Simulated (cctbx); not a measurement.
**Diagnosing a refinement**

Cell a = 5.0340 Å, b = 5.0340 Å, c = 8.6440 Å, α = 90.00°, β = 90.00°, γ = 120.00°; space group P6/mmm (no. 191). The compound is KAs4O6F.

Simulated single-crystal data (cctbx): Ga Kα, λ = 1.3414 Å, to d = 0.83 Å, 95 % of the full sphere, strongest reflection 5000 counts, noise from counting, a 4 % proportional error and a noise floor of 2 counts (s.d.); no absorption.

An anisotropic refinement with weights 1/σ² prints:

```text
Rint 0.044, 100 unique reflections to 0.83 A
cycle     R1     wR2    GooF  max shift (A)
   1  0.1105  0.2714  13.684   0.00099
   3  0.0325  0.0867   4.372   0.00000
final R1 0.0325 wR2 0.0867 GooF 4.372  parameters 11  data/parameter 9.1
atom        x        y        z      Ueq    occ   su(xyz)  su(Uiso or U11)
As1    0.66667  0.33333  0.79738   0.0046  1.000  0.00016  0.0007
K1     0.00000  0.00000  0.50000   0.0066  1.000  0.00000  0.0016
Cl1    0.00000  0.00000  0.00000   0.0709  1.000  0.00000  0.0054
O1     0.50000  0.00000  0.67881   0.0068  1.000  0.00082  0.0026
difference map: max 0.44 min -2.28 rms 0.25
Q1    0.3333  0.6667  0.0429    4    0.47  1.38 A from As1
Q2    0.0000  0.0000  0.5000    1    0.46  0.00 A from K1
Q3    0.2835  0.5669  0.2000   12    0.34  0.44 A from As1
Q4    0.0000  0.0000  0.3658    2    0.31  1.16 A from K1
Q5    0.1142  0.2285  0.2105   12    0.29  1.91 A from As1
Q6    0.0000  0.3894  0.2390   12    0.26  0.90 A from O1
```

**Question.** Can this result stand? If not, what is the likely fault?

Mend it. The fault: wrong element: Cl1 is F. Against the right model at the same level, R1 goes from 0.0085 to 0.0325 and GooF from 0.95 to 4.37, U of Cl1 swells from 0.0106 to 0.0709 Å² and a hole of -2.3 e/Å³ opens. Cl1 has 8 electrons too many and its U swells to shed them, as expected.

The compound is KAs4O6F. The right model at the same level gives:

```text
Rint 0.044, 100 unique reflections to 0.83 A
cycle     R1     wR2    GooF  max shift (A)
   1  0.0085  0.0189   0.952   0.00005
   2  0.0085  0.0188   0.946   0.00000
final R1 0.0085 wR2 0.0188 GooF 0.946  parameters 11  data/parameter 9.1
atom        x        y        z      Ueq    occ   su(xyz)  su(Uiso or U11)
As1    0.66667  0.33333  0.79748   0.0053  1.000  0.00004  0.0001
K1     0.00000  0.00000  0.50000   0.0068  1.000  0.00000  0.0003
F1     0.00000  0.00000  0.00000   0.0106  1.000  0.00000  0.0010
O1     0.50000  0.00000  0.67886   0.0080  1.000  0.00018  0.0006
difference map: max 0.26 min -0.31 rms 0.06
Q1    0.3333  0.6667  0.0540    4    0.28  1.28 A from As1
Q2    0.1315  0.5657  0.0000    6    0.20  1.96 A from As1
Q3    0.0000  0.0000  0.0000    1    0.19  0.00 A from F1
Q4    0.3333  0.6667  0.3053    4    0.18  0.89 A from As1
Q5    0.2598  0.5196  0.1112   12    0.17  1.02 A from As1
Q6    0.1007  0.2015  0.1043   12    0.16  1.26 A from F1
```

The model was made for the exercise: a known structure type with other elements put in, its volume estimated, not relaxed; displacement parameters are assumed.

[Middle refinement cycles are left out of these outputs.]

[Logs are printed without paths, hosts, clocks, repeated set-up lines and the standing remarks that a program may print on its own settings, such as how far it seeks lower states.]
